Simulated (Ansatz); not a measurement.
# Sc on Mo(110): change of the work function, part 4 of 5

How does Sc on the longbridge site change the work function of Mo(110) as the layer fills?

Ansatz 0.2.0; plane-wave DFT, PBE, Ansatz PAW (the session's first sound run).

So far, work function, upper face (eV): step 2 (the clean slab) 4.60; step 3 (37 atoms, coverage 0.111 ML, cell 3x3) 3.21; step 4 (17 atoms, coverage 0.25 ML, cell 2x2) 2.46.

## (5) Adsorbate added, k-mesh 6×6×1, coverage 0.5 ML

System of this step: Sc/Mo(110). The cell holds 18 atoms: 16 Mo and 2 Sc. Cell: a = 5.456 Å, b = 5.456 Å, c = 27.639 Å, α = 90.0°, β = 90.0°, γ = 70.5°. Vacuum lies along c.

Another coverage, to see how the dipoles act on each other as their distance changes.

input.yaml

```yaml
crystal:
  lattice:
    - [4.4547727214, -3.15, 0.0]
    - [4.4547727214, 3.15, 0.0]
    - [0.0, 0.0, 27.6386145372]
  atoms:
    - { symbol: Mo, position: [0.0, 0.0, 0.325631373] }
    - { symbol: Mo, position: [0.25, 0.25, 0.4062210262] }
    - { symbol: Mo, position: [0.0, 0.0, 0.4876151117] }
    - { symbol: Mo, position: [0.25, 0.25, 0.5652655937] }
    - { symbol: Mo, position: [0.0, 0.5, 0.325631373] }
    - { symbol: Mo, position: [0.25, 0.75, 0.4062210262] }
    - { symbol: Mo, position: [0.0, 0.5, 0.4876151117] }
    - { symbol: Mo, position: [0.25, 0.75, 0.5652655937] }
    - { symbol: Mo, position: [0.5, 0.0, 0.325631373] }
    - { symbol: Mo, position: [0.75, 0.25, 0.4062210262] }
    - { symbol: Mo, position: [0.5, 0.0, 0.4876151117] }
    - { symbol: Mo, position: [0.75, 0.25, 0.5652655937] }
    - { symbol: Mo, position: [0.5, 0.5, 0.325631373] }
    - { symbol: Mo, position: [0.75, 0.75, 0.4062210262] }
    - { symbol: Mo, position: [0.5, 0.5, 0.4876151117] }
    - { symbol: Mo, position: [0.75, 0.75, 0.5652655937] }
    - { symbol: Sc, position: [0.0, 0.0, 0.674368627] }
    - { symbol: Sc, position: [0.5, 0.5, 0.674368627] }
kpoints:
  mp_grid: { grid: [6, 6, 1] }
hamiltonian:
  xc: pbe
scf:
  occupations: { method: fermi_dirac, width: 0.1 }
  convergence: { dr2_threshold: 1.0e-08 }
efield:
  axis: 3
  dipole_correction: true
  ramp_position: 0.97
  ramp_width: 0.06
relax:
  f_tol: 0.02
  max_steps: 60
  constraints: [{ sites: [0, 1, 4, 5, 8, 9, 12, 13] }]
output:
  bader: true
  dos: { projected: true, e_range: [-8, 4] }
  write_potential: true
  write_density: true
  volumetric_format: npy
```

The run is started by

```
$ ansatz run input.yaml --threads 4 --pin off --max-ram 12288MiB --backend cpu --events-out ev --progress --plain --runs-dir out
```

Numbers of over 12 decimals in the logs are rounded to 6 here.

The program printed:

```text
[...]
Crystal: 18 atoms, lattice volume = 775.680 Å³
Basis set: ecut = 420 eV, 15185 PW (Γ), exchange–correlation on 80×80×384 points (8 copies of the dense FFT grid, shifted against one another)
Bands: 148, of which v1, the nominal top of the filled ones, is band 123 counted from 1 (122 counted from 0)
Symmetry: 8 space group operations
[...]
2     Mo      0.0315     0.0000
     3     Mo     -0.2672     0.0000
     4     Mo     -0.0567     0.0000
     5     Mo      0.0416     0.0000
     6     Mo      0.0286     0.0000
     7     Mo     -0.5407     0.0002
[...]
14     Mo      0.0315     0.0000
    15     Mo     -0.2672     0.0000
    16     Sc      0.7677     0.0002
    17     Sc      0.7677     0.0002
  estimated error of the sums over rays = 8.3e-4 e
[key lines of the parts left out:]
SCF converged after 10 iterations
Free energy (F): -83559.244298 eV
Fermi energy:    5.180243 eV
Dipole field:    D = 0.062324 V/Å  (p = 0.267162 e·Å, saw-weighted, corrected)
Work function:   Φ+ = 2.9191 eV   Φ− = 4.6417 eV
```

Run time: 6.8 min. Hardware: 4 threads of Arm Neoverse V1, shared host; peak memory 3.2 GiB; 26 min of CPU time.

Step by step:

| step | energy less that of the first step (eV) | largest force component (eV/Å) |
| --- | --- | --- |
| 1 | 0.0000 | 1.5581 |
| 2 | -0.8736 | 1.5495 |
| 3 | -1.5149 | 1.2515 |
| 4 | -1.9050 | 0.5401 |
| 5 | -2.0334 | 0.1138 |
| 6 | -2.0376 | 0.0082 |

The run keeps the 8 symmetry operations that it works with, so distortions that break them were not tested.

The atoms that moved most (Å):

| atom | dx | dy | dz | length |
| --- | --- | --- | --- | --- |
| Sc18 | 0.000 | 0.000 | -0.774 | 0.774 |
| Sc17 | 0.000 | 0.000 | -0.774 | 0.774 |
| Mo4 | 0.000 | 0.000 | 0.111 | 0.111 |
| Mo16 | 0.000 | 0.000 | 0.111 | 0.111 |
| Mo12 | 0.000 | 0.000 | 0.019 | 0.019 |
| Mo8 | 0.000 | 0.000 | 0.019 | 0.019 |
| Mo7 | 0.000 | 0.000 | -0.012 | 0.012 |
| Mo11 | 0.000 | 0.000 | -0.012 | 0.012 |

The relaxed structure:

```cif
data_structure
_symmetry_space_group_name_H-M 'P 1'
_symmetry_Int_Tables_number 1
_cell_length_a 5.4560
_cell_length_b 5.4560
_cell_length_c 27.6386
_cell_angle_alpha 90.000
_cell_angle_beta 90.000
_cell_angle_gamma 70.529
_cell_volume 775.68
loop_
_atom_site_label
_atom_site_type_symbol
_atom_site_fract_x
_atom_site_fract_y
_atom_site_fract_z
_atom_site_occupancy
Mo1 Mo 0.00000 0.00000 0.32563 1
Mo2 Mo 0.25000 0.25000 0.40622 1
Mo3 Mo 0.00000 0.00000 0.48765 1
Mo4 Mo 0.25000 0.25000 0.56928 1
Mo5 Mo 0.00000 0.50000 0.32563 1
Mo6 Mo 0.25000 0.75000 0.40622 1
Mo7 Mo 0.00000 0.50000 0.48718 1
Mo8 Mo 0.25000 0.75000 0.56596 1
Mo9 Mo 0.50000 0.00000 0.32563 1
Mo10 Mo 0.75000 0.25000 0.40622 1
Mo11 Mo 0.50000 0.00000 0.48718 1
Mo12 Mo 0.75000 0.25000 0.56596 1
Mo13 Mo 0.50000 0.50000 0.32563 1
Mo14 Mo 0.75000 0.75000 0.40622 1
Mo15 Mo 0.50000 0.50000 0.48765 1
Mo16 Mo 0.75000 0.75000 0.56928 1
Sc17 Sc 0.00000 0.00000 0.64636 1
Sc18 Sc 0.50000 0.50000 0.64636 1
```

The relaxation took 6 steps and lowered the energy by 2.0 eV; the largest force on the free atoms ends at 0.0082 eV/Å.

The covered face has 2.92 eV, -1.68 eV against the clean one; the bare back face has moved by -0.05 eV, a measure of how thin the slab is.

## (6) Work function against coverage

This step: plane-wave DFT, PBE, Ansatz PAW; work function against coverage (Ansatz 0.2.0).

The runs are now put side by side.

This step gave:

* work function of the clean face: 4.598 eV
* largest change of the work function: -2.141 eV

The work function of the covered face by coverage:

| coverage (adsorbates/nm²) | work function of the covered face (eV) |
| --- | --- |
| 0.00 | 4.60 |
| 1.58 | 3.21 |
| 3.56 | 2.46 |
| 7.13 | 2.92 |

The dipole per adsorbate comes from the change of the cell's dipole. Coverage, by row:

| coverage (1/nm²) | coverage (ML) | work function (eV) | change (eV) | dipole per adsorbate, positive end outwards (debye) | mean height of the added atoms over the highest substrate atom (Å) |
| --- | --- | --- | --- | --- | --- |
| 1.583 | 0.1111 | 3.214 | -1.384 | 2.259 | 2.111 |
| 3.563 | 0.25 | 2.457 | -2.141 | 1.55 | 2.09 |
| 7.126 | 0.5 | 2.919 | -1.679 | 0.605 | 2.13 |

## (7) The slab at 0.25 ML, atoms frozen

This step: plane-wave DFT, PBE, Ansatz PAW (Ansatz 0.2.0).

System of this step: Sc/Mo(110). The cell holds 17 atoms: 16 Mo and 1 Sc. Its edges and angles: a = 5.456 Å, b = 5.456 Å, c = 27.639 Å, α = 90.0°, β = 90.0°, γ = 70.5°. Vacuum lies along c.

To see where the charge goes, the covered slab, the bare substrate and the adsorbate layer are each run at the same frozen positions and on the same grid.

input.yaml

```yaml
crystal:
  lattice:
    - [4.4547727214, -3.15, 0.0]
    - [4.4547727214, 3.15, 0.0]
    - [0.0, 0.0, 27.6386145372]
  atoms:
    - { symbol: Mo, position: [0.0, 0.0, 0.325631373] }
    - { symbol: Mo, position: [0.25, 0.25, 0.4062210262] }
    - { symbol: Mo, position: [0.0, 0.0, 0.4870946589] }
    - { symbol: Mo, position: [0.2451176252, 0.2451176252, 0.5683184138] }
    - { symbol: Mo, position: [0.0, 0.5, 0.325631373] }
    - { symbol: Mo, position: [0.25, 0.75, 0.4062210262] }
    - { symbol: Mo, position: [0.0, 0.5, 0.4872527124] }
    - { symbol: Mo, position: [0.2534272378, 0.7465727622, 0.5655861516] }
    - { symbol: Mo, position: [0.5, 0.0, 0.325631373] }
    - { symbol: Mo, position: [0.75, 0.25, 0.4062210262] }
    - { symbol: Mo, position: [0.5, 0.0, 0.4872527124] }
    - { symbol: Mo, position: [0.7465727622, 0.2534272378, 0.5655861516] }
    - { symbol: Mo, position: [0.5, 0.5, 0.325631373] }
    - { symbol: Mo, position: [0.75, 0.75, 0.4062210262] }
    - { symbol: Mo, position: [0.5, 0.5, 0.4874210378] }
    - { symbol: Mo, position: [0.7548823748, 0.7548823748, 0.5683184138] }
    - { symbol: Sc, position: [0.0, 0.0, 0.6439227106] }
kpoints:
  mp_grid: { grid: [6, 6, 1] }
hamiltonian:
  xc: pbe
scf:
  occupations: { method: fermi_dirac, width: 0.1 }
  convergence: { dr2_threshold: 1.0e-08 }
efield:
  axis: 3
  dipole_correction: true
  ramp_position: 0.97
  ramp_width: 0.06
output:
  write_potential: true
  write_density: true
  volumetric_format: npy
```

The program printed:

```text
[...]
Crystal: 17 atoms, lattice volume = 775.680 Å³
Basis set: ecut = 420 eV, 15185 PW (Γ)
Bands: 141, of which v1, the nominal top of the filled ones, is band 118 counted from 1 (117 counted from 0)
Symmetry: 4 space group operations
[...]
k-points: 13 of 36
[...]
SCF iter   1: F=—  HF=-81422.942842 eV  |F-HF|=—  |Δ(HF+E_count)|=         —  Δρ=7.05e-3  dr2=1.09e1  ethr=1.77e-3  p=0.396 e·Å  D=9.25e-2 V/Å  ΔV_dip=-2.56 eV  dr2_dipole=5.38e0  V_vac-E_F(+/−)=2.43/4.98 eV  ⟨swp⟩=9.3  Hψ=9114  notcnv=0
[...]
SCF iter  10: F=-81422.817170 eV  HF=-81422.817170 eV  |F-HF|=2.18e-9  |Δ(HF+E_count)|=   1.84e-8  Δρ=4.89e-7  dr2=4.94e-9  ethr=4.26e-12  p=0.338 e·Å  D=7.88e-2 V/Å  ΔV_dip=-2.18 eV  dr2_dipole=1.69e-10  V_vac-E_F(+/−)=2.46/4.63 eV  ⟨swp⟩=8.2  Hψ=5167  notcnv=0
SCF 1 converged in 10 iterations: F = -81422.817170 eV  dr2 = 4.94e-9
[...]
SCF converged after 10 iterations
Free energy (F): -81422.817170 eV
[...]
Internal energy: -81422.315569 eV  (E = F + TS)
E sigma→0 (E₀):  -81422.566370 eV
Entropy (-TS):   -0.501601 eV (-29.506 meV/atom)
Fermi energy:    4.896848 eV
Dipole field:    D = 0.078777 V/Å  (p = 0.337691 e·Å, saw-weighted, corrected)
Work function:   Φ+ = 2.4573 eV   Φ− = 4.6346 eV
[...]
--- Band table (eV; the first three rows and the last of 13) ---
  k-point 0: bands = [... 114 lower, 5.3733, 5.4425, 5.5747, 5.7323, 5.8225, 5.8341, 5.9298, 6.1125, ... 19 higher]
  k-point 1: bands = [... 114 lower, 5.1699, 5.2353, 5.3676, 5.4716, 5.5109, 5.6966, 5.9074, 5.9183, ... 19 higher]
  k-point 2: bands = [... 114 lower, 4.5143, 4.5851, 4.7022, 4.9982, 5.2322, 5.3324, 5.3711, 5.6644, ... 19 higher]
  k-point 12: bands = [... 114 lower, 4.1942, 4.2070, 4.2112, 4.2475, 4.3520, 4.3557, 4.7497, 4.7728, ... 19 higher]
```

Elapsed: 66 s, on 4 threads; peak memory 3 GiB; 4.3 min of CPU time.

This step gave:

```
energy at zero smearing        : -81422.5664 eV
work function, upper face      : 2.457 eV
work function, lower face      : 4.635 eV
dipole along the normal        : 0.3377 e·Å
step between the vacuum levels : -2.177 eV
```

The work function of the upper face is 2.46 eV.

## (8) The substrate of the 0.25 ML cell alone

System of this step: Sc/Mo(110), substrate alone, atoms held. The cell holds 16 atoms: 16 Mo. Cell: a = 5.456 Å, b = 5.456 Å, c = 27.639 Å, α = 90.0°, β = 90.0°, γ = 70.5°. Vacuum lies along c.

The second part, atoms unmoved.

input.yaml: that of step 7 with these lines changed.

```diff
@@ -22,3 +22,2 @@
     - { symbol: Mo, position: [0.7548823748, 0.7548823748, 0.5683184138] }
-    - { symbol: Sc, position: [0.0, 0.0, 0.6439227106] }
 kpoints:
```

The program printed:

```text
[...]
Crystal: 16 atoms, lattice volume = 775.680 Å³
Basis set: ecut = 420 eV, 15185 PW (Γ)
Bands: 135, of which v1, the nominal top of the filled ones, is band 112 counted from 1 (111 counted from 0)
Symmetry: 4 space group operations
[...]
k-points: 13 of 36
[...]
SCF iter   1: F=—  HF=-79286.599493 eV  |F-HF|=—  |Δ(HF+E_count)|=         —  Δρ=3.63e-3  dr2=5.88e-1  ethr=1.77e-3  p=0.006 e·Å  D=1.43e-3 V/Å  ΔV_dip=-0.04 eV  dr2_dipole=5.63e-5  V_vac-E_F(+/−)=4.82/4.86 eV  ⟨swp⟩=9.2  Hψ=8733  notcnv=0
[...]
SCF iter   9: F=-79286.580287 eV  HF=-79286.580287 eV  |F-HF|=3.89e-9  |Δ(HF+E_count)|=   4.15e-8  Δρ=8.17e-7  dr2=9.44e-9  ethr=4.46e-12  p=0.005 e·Å  D=1.24e-3 V/Å  ΔV_dip=-0.03 eV  dr2_dipole=3.00e-11  V_vac-E_F(+/−)=4.66/4.69 eV  ⟨swp⟩=9.2  Hψ=6628  notcnv=0
SCF 1 converged in 9 iterations: F = -79286.580287 eV  dr2 = 9.44e-9
[...]
SCF converged after 9 iterations
Free energy (F): -79286.580287 eV
[...]
Internal energy: -79286.111618 eV  (E = F + TS)
E sigma→0 (E₀):  -79286.345952 eV
Entropy (-TS):   -0.468669 eV (-29.292 meV/atom)
Fermi energy:    3.728347 eV
Dipole field:    D = 0.001234 V/Å  (p = 0.005289 e·Å, saw-weighted, corrected)
Work function:   Φ+ = 4.6568 eV   Φ− = 4.6909 eV
[...]
--- Band table (eV; the first three rows and the last of 13) ---
  k-point 0: bands = [... 108 lower, 4.2279, 4.4753, 4.6924, 4.7163, 4.7207, 4.7232, 4.7429, 4.8068, ... 19 higher]
  k-point 1: bands = [... 108 lower, 4.1467, 4.1692, 4.3400, 4.3549, 4.4394, 4.4788, 4.6780, 4.7638, ... 19 higher]
  k-point 2: bands = [... 108 lower, 3.2894, 3.3969, 3.4269, 3.6681, 3.8515, 4.1040, 4.2976, 4.3329, ... 19 higher]
  k-point 12: bands = [... 108 lower, 2.9460, 2.9988, 3.0206, 3.0262, 3.0796, 3.0919, 3.2132, 3.2309, ... 19 higher]
```

Wall time 61 s (4 threads); peak memory 2.8 GiB; 3.9 min of CPU time.

This step gave:

```yaml
energy_at_zero_smearing: -79286.3460 eV
work_function_upper_face: 4.657 eV
work_function_lower_face: 4.691 eV
dipole_along_the_normal: 0.005289 e·Å
step_between_the_vacuum_levels: -0.03410 eV
```

The work function of the upper face is 4.66 eV.

## (9) The adsorbate layer of the 0.25 ML cell alone

System of this step: Sc/Mo(110), adsorbate layer alone, atoms held. The cell holds 1 atom: 1 Sc. Its edges and angles: a = 5.456 Å, b = 5.456 Å, c = 27.639 Å, α = 90.0°, β = 90.0°, γ = 70.5°. Vacuum lies along c.

The third part; a free layer of atoms may carry a moment, so spin is on.

input.yaml, the sections that differ from step 8:

```yaml
crystal:
  lattice:
    - [4.4547727214, -3.15, 0.0]
    - [4.4547727214, 3.15, 0.0]
    - [0.0, 0.0, 27.6386145372]
  atoms:
    - { symbol: Sc, position: [0.0, 0.0, 0.6439227106], spin: 1.0 }
magnetization:
  spin_polarized: true
# kpoints, hamiltonian, scf, efield, output: as in step 8
```

The program printed:

```text
[...]
Crystal: 1 atoms, lattice volume = 775.680 Å³
Basis set: ecut = 420 eV, 15185 PW (Γ)
Bands: 10, of which v1, the nominal top of the filled ones, is band 6 counted from 1 (5 counted from 0)
Symmetry: 4 space group operations
k-points: 13 of 36
[...]
Starting moments: Σ|m| = 1 μB on 1 of 1 site
[...]
SCF iter   2: F=—  HF=-2131.865330 eV  |F-HF|=—  |Δ(HF+E_count)|=   9.65e-3  Δρ=6.96e-4 (↑6.96e-4 ↓4.51e-4)  dr2=1.15e-2  dr2_m=4.42e-4  M=1.158 μB ∫|m|=1.158 μB  β_m=1.00  ethr=1.45e-4  p=0.000 e·Å  D=3.69e-8 V/Å  ΔV_dip=-0.00 eV  dr2_dipole=4.14e-12  V_vac-E_F(+/−)=3.56/3.56 eV  ⟨swp⟩=1.6  Hψ=414  notcnv=0  κ⁻¹=1.0e0(r=1)
density mixer auto → broyden: no gap read (density of states about μ 3.08 of a free-electron gas's, 30 screened modes)
SCF iter   3: F=—  HF=-2132.010978 eV  |F-HF|=—  |Δ(HF+E_count)|=         —  Δρ=4.79e-3 (↑4.79e-3 ↓3.50e-4)  dr2=5.56e-2  dr2_m=3.66e-2  M=1.171 μB ∫|m|=1.173 μB  β_m=1.00  ethr=1.05e-4  p=0.000 e·Å  D=6.76e-8 V/Å  ΔV_dip=-0.00 eV  dr2_dipole=1.19e-11  V_vac-E_F(+/−)=3.49/3.49 eV  ⟨swp⟩=2.6  Hψ=612  notcnv=0  κ⁻¹=1.0e0(r=1)
[...]
SCF iter  17: F=-2131.943649 eV  HF=-2131.943649 eV  |F-HF|=6.49e-10  |Δ(HF+E_count)|=   3.92e-9  Δρ=5.14e-7 (↑5.14e-7 ↓1.22e-7)  dr2=1.18e-9  dr2_m=4.16e-10  M=1.302 μB ∫|m|=1.310 μB  ethr=3.18e-11  p=0.000 e·Å  D=1.06e-6 V/Å  ΔV_dip=-0.00 eV  dr2_dipole=6.57e-14  V_vac-E_F(+/−)=3.45/3.45 eV  ⟨swp⟩=1.0  Hψ=995  notcnv=0
SCF 1 converged in 17 iterations: F = -2131.943649 eV  dr2 = 1.18e-9
[...]
Bands: 14, of which v1, the nominal top of the filled ones, is band 6 counted from 1 (5 counted from 0)
Symmetry: 2 space group operations
k-points: 13 of 36 (time reversal used)
[...]
Starting moments: Σ|m| = 1 μB on 1 of 1 site; this step starts from the density that it was given
[...]
SCF iter   1: F=—  HF=-2131.943649 eV  |F-HF|=—  |Δ(HF+E_count)|=         —  Δρ=5.14e-7 (↑5.14e-7 ↓1.22e-7)  dr2=1.18e-9  dr2_m=4.16e-10  M=1.302 μB ∫|m|=1.310 μB  ethr=1.08e-11  p=0.000 e·Å  D=1.06e-6 V/Å  ΔV_dip=-0.00 eV  dr2_dipole=6.58e-14  V_vac-E_F(+/−)=3.45/3.45 eV  ⟨swp⟩=1.0  Hψ=2236  notcnv=0
efield: sawtooth ramp at fractional position 0.9700 (kept from the solve that this one continues, or follows in the run), width 0.0600; the density the first Hamiltonian is built on has a dipole p = 0.000 e·Å; the dipole correction subtracts the counter field D = 1.06e-6 V/Å, which shifts the + side's vacuum level by -0.00 eV against the − side's; the planar-averaged density in the ramp window peaks in size at 1.4e-7 e/Å³
[...]
SCF iter   2: F=—  HF=-2131.956538 eV  |F-HF|=—  |Δ(HF+E_count)|=   1.29e-2  Δρ=2.74e-3 (↑2.74e-3 ↓4.32e-4)  dr2=7.48e-2  dr2_m=1.22e-2  M=1.191 μB ∫|m|=1.207 μB  ethr=9.09e-6  p=0.000 e·Å  D=2.14e-6 V/Å  ΔV_dip=-0.00 eV  dr2_dipole=1.25e-11  V_vac-E_F(+/−)=3.26/3.26 eV  ⟨swp⟩=1.0  Hψ=2292  notcnv=0
[...]
SCF iter   4: F=—  HF=-2131.943649 eV  |F-HF|=—  |Δ(HF+E_count)|=   4.03e-4  Δρ=3.36e-6 (↑3.36e-6 ↓1.11e-6)  dr2=1.25e-7  dr2_m=1.76e-8  M=1.301 μB ∫|m|=1.310 μB  ethr=2.66e-6  p=-0.000 e·Å  D=-6.98e-6 V/Å  ΔV_dip=0.00 eV  dr2_dipole=2.07e-9  V_vac-E_F(+/−)=3.45/3.45 eV  ⟨swp⟩=1.0  Hψ=832  notcnv=0
an SCF along what the orbitals of the run's state read of its open shells (or to have them read: on a GPU, or by another smearing), with 2 of the crystal's symmetry operations given up, reached no lower state that the run goes on to. This is no proof of a minimum
[...]
this state was not tested for a lower state beside it, because the mixer in use, unlike msr1, does not test its closes by its own steps (another_mixer; see scf.mixing.algorithm and scf.lower_state_search)
SCF converged after 17 iterations
an eigenvalue changed by more than its tolerance at an iteration that met the thresholds in force, so the SCF went on 1 time: the last check found none over its tolerance
Magnetization: 1.3015 μB (6.1508 up, 4.8492 down)
Absolute magnetization: 1.3098 μB (∫|ρ↑−ρ↓|, with the PAW one-centre terms)
[...]
Per-site moments (μB) at R_I (Å): [(1.256328, 2.250584)]
Free energy (F): -2131.943649 eV
[...]
Internal energy: -2131.791872 eV  (E = F + TS)
E sigma→0 (E₀):  -2131.867761 eV
Entropy (-TS):   -0.151778 eV (-151.778 meV/atom)
Fermi energy:    -2.933643 eV
Dipole field:    D = 0.000001 V/Å  (p = 0.000005 e·Å, saw-weighted, corrected)
Work function:   Φ+ = 3.4495 eV   Φ− = 3.4496 eV
[...]
--- Band table (eV; the first three rows and the last of 26) ---
  k-point 0 ↑: bands = [... 2 lower, -32.9332, -32.8623, -4.4477, -3.0783, -3.0301, -2.4356, -2.3498, -2.3241, ... 4 higher]
  k-point 1 ↑: bands = [... 2 lower, -32.9332, -32.8623, -4.3053, -3.0691, -3.0136, -2.4373, -2.3957, -2.3347, ... 4 higher]
  k-point 2 ↑: bands = [... 2 lower, -32.9332, -32.8623, -3.9391, -3.0555, -2.9332, -2.4705, -2.4336, -2.3399, ... 4 higher]
  k-point 12 ↓: bands = [... 2 lower, -32.1147, -31.9361, -2.6966, -2.1695, -2.1235, -1.9894, -1.8203, -1.6031, ... 4 higher]
```

Run time: 32 s. Hardware: 4 threads; peak memory 1.1 GiB.

Numbers from this step:

| Property | Result |
| --- | --- |
| energy at zero smearing | -2131.8678 eV |
| total moment | 1.302 μB |
| site moments | 1.256 μB |
| work function, upper face | 3.450 eV |
| dipole along the normal | 5.31e-6 e·Å |

Site moment by atom:

| atom | site moment (μB) |
| --- | --- |
| Sc1 | 1.26 |

The free layer carries a moment of 1.3 μB a cell.

## (10) Where the charge went at 0.25 ML

This step: plane-wave DFT, PBE, Ansatz PAW; density difference on adsorption (Ansatz 0.2.0).

The densities of the parts are taken from that of the whole and averaged over planes; the first moment of what is left gives the step in the potential.

This step gave:

- largest charge moved: 0.01138 e/Å²
- potential step from the moved charge: -2.144 eV

The electron density difference oscillates, so the rows of the table below give means over windows of 1 Å about each position, cut where the curve ends. Its maxima inside the range that stand out by 2 % of the span (Å: e/Å³): 8.5: 6.6e-4, 9.4: 3.5e-4, 10.8: 5.1e-4, 11.7: 4.1e-4, 13.1: 0.00128, 15.0: 3.3e-4, 15.7: -0.00392, 16.8: 0.0228, 18.3: 0.00443. Its minima: 8.9: -3.8e-4, 10.2: -4.9e-4, 11.2: -5.3e-4, 12.4: -5.8e-4, 14.4: -7.6e-4, 15.4: -0.00607, 16.0: -0.0112, 17.8: -0.0129, 19.0: -0.00697.

Planar mean, whole system less its parts. Table of electron density difference by z; means over each step:

| z (Å) | electron density difference (e/Å³) |
| --- | --- |
| 4 | -8.2e-7 |
| 5 | -6.3e-6 |
| 6 | -4.1e-5 |
| 7 | -1.6e-4 |
| 8 | 1.7e-4 |
| 9 | 8.8e-5 |
| 10 | -2.5e-4 |
| 11 | 2.6e-6 |
| 12 | -1.0e-4 |
| 13 | 3.6e-4 |
| 14 | -3.2e-4 |
| 15 | -0.00189 |
| 16 | -0.00413 |
| 17 | 0.0173 |
| 18 | -0.00290 |
| 19 | -0.00571 |
| 20 | -0.00214 |
| 21 | -2.8e-4 |
| 22 | -1.9e-5 |
| 23 | 9.8e-7 |

Planar mean, whole system less its parts. Table of electrons moved below z by z:

| z (Å) | electrons moved below z (e/Å²) |
| --- | --- |
| 4 | -3.7e-7 |
| 5 | -3.0e-6 |
| 6 | -2.2e-5 |
| 7 | -1.2e-4 |
| 8 | -2.3e-4 |
| 9 | -1.2e-5 |
| 10 | -6.6e-6 |
| 11 | -6.2e-5 |
| 12 | -9.6e-5 |
| 13 | -9.2e-5 |
| 14 | 6.3e-6 |
| 15 | -3.2e-4 |
| 16 | -0.00613 |
| 17 | 0.00518 |
| 18 | 0.00718 |
| 19 | 0.00482 |
| 20 | 7.6e-4 |
| 21 | 6.5e-5 |
| 22 | -2.2e-7 |
| 23 | -1.6e-6 |
| 24 | -5.7e-7 |

(Part 4 of 5 ends here.)

[Logs are printed without paths, hosts, clocks, repeated set-up lines and the standing remarks that a program may print on its own settings, such as how far it seeks lower states.]

[Hosts, paths, dates, database ids (printed as entryN), source tags and the programs' standing remarks are cut or masked in the printed files.]

[Maps of the electrostatic potential energy from Ansatz leave out the sawtooth potential of an applied field or a dipole correction, so their vacuum need not be flat; planar profiles and work functions include it.]
